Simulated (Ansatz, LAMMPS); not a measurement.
# Static equation of state of glassy 44SiO2-44B2O3-6MgO-6CaO (mol %) (120 atoms)

Density of this cell: 2.31 g/cm³. The cell holds 120 atoms: 14 Si, 28 B, 2 Mg, 2 Ca and 74 O. Its edges and angles: a = 11.534 Å, b = 11.427 Å, c = 10.961 Å, α = 90.3°, β = 90.7°, γ = 89.6°. The starting structure: 120 atoms (14 Si, 28 B, 2 Mg, 2 Ca, 74 O) placed at random at 2.14 g/cm³, melted at 3000 K for 20 ps at fixed volume with the Buckingham and Coulomb pair potential of Guillot and Sator (Geochim. Cosmochim. Acta 71, 1249 (2007)) with the boron terms of Wang et al. (J. Non-Cryst. Solids 498, 294 (2018)). Quenched from 3000 K to 300 K at 50 K/ps and fixed volume, held 10 ps at zero pressure.

Calculated with Ansatz 0.2.0: Kohn-Sham DFT, PBE, PAW (set soft_2), plane waves; cutoff 420 eV, Γ point, gaussian smearing of 0.025 eV. Cell and atoms were relaxed first, to V0 = 12.037 Å³ an atom at a residual P0 = -0.020 GPa. The cell was then scaled evenly, and the atoms were relaxed at each volume.

```
volume (Å³/atom)  pressure (GPa)
          10.833           6.422
          11.315               ?
          11.676           1.729
          12.398          -1.463
          12.759          -2.703
```

Task: Fit the third-order Birch–Murnaghan equation to the rows given and interpolate to the withheld row.

**Working.**

Take the Eulerian strain f = ½[(V0/V)^(2/3) − 1] and the normalised pressure F = (P − P0) / [3f(1 + 2f)^(5/2)]. The third-order Birch–Murnaghan equation is then the line F = B0 + (3/2)B0(B′ − 4) f, so u = f and v = F.

```
      u = f  v = F (GPa)
  0.0363830      49.5106
  0.0102569      54.0211
-0.00975671      51.7894
 -0.0190507      51.7412
```

With n = 4: mean u = 0.00445811, mean v = 51.7656, Σ(u − ū)² = 0.0018076, Σ(u − ū)(v − v̄) = -0.058674. Slope b = -0.058674 / 0.0018076 = -32.461; intercept a = v̄ − b ū = 51.910.

So B0 = a = 51.9 GPa and B′ = 4 + 2b/(3a) = 3.58. At the withheld volume f = 0.02106, F = a + b f = 51.23 GPa, and P = P0 + 3f(1 + 2f)^(5/2) F.

Prediction at 11.315: 3.568 GPa. The run gave 3.681 GPa, so the fit is low by 0.11 GPa (3.1 % of the value).

The series isn't one smooth equation of state: even a line fitted to all rows, the withheld one included, misses F by up to 3.9 %, the count of bonds changes along the series and an atom moves over 0.5 Å in some relaxation. B0 and B′ are then only the numbers of this fit, not moduli of the material. Among the rows given, the largest miss of the fit is at 10.833, by 0.16 GPa (1.7 % of the range of the table).

Limits: Static cells at zero temperature; the cell shape is held. The program notes that the SCF threshold of these relaxations is loose for the stress. The quench rate of 50 K/ps is many orders above laboratory rates, so the cell is likely richer in defects and strain than a real sample. The network of bonds at the start is that of the classical potential that made the cell, and needn't be the one that DFT or experiment would give. Only the Γ point is sampled, in a cell whose shortest periodic width is 11 Å.

[Logs are printed without paths, hosts, clocks, repeated set-up lines and the standing remarks that a program may print on its own settings, such as how far it seeks lower states.]

[Hosts, paths, dates, database ids (printed as entryN), source tags and the programs' standing remarks are cut or masked in the printed files.]
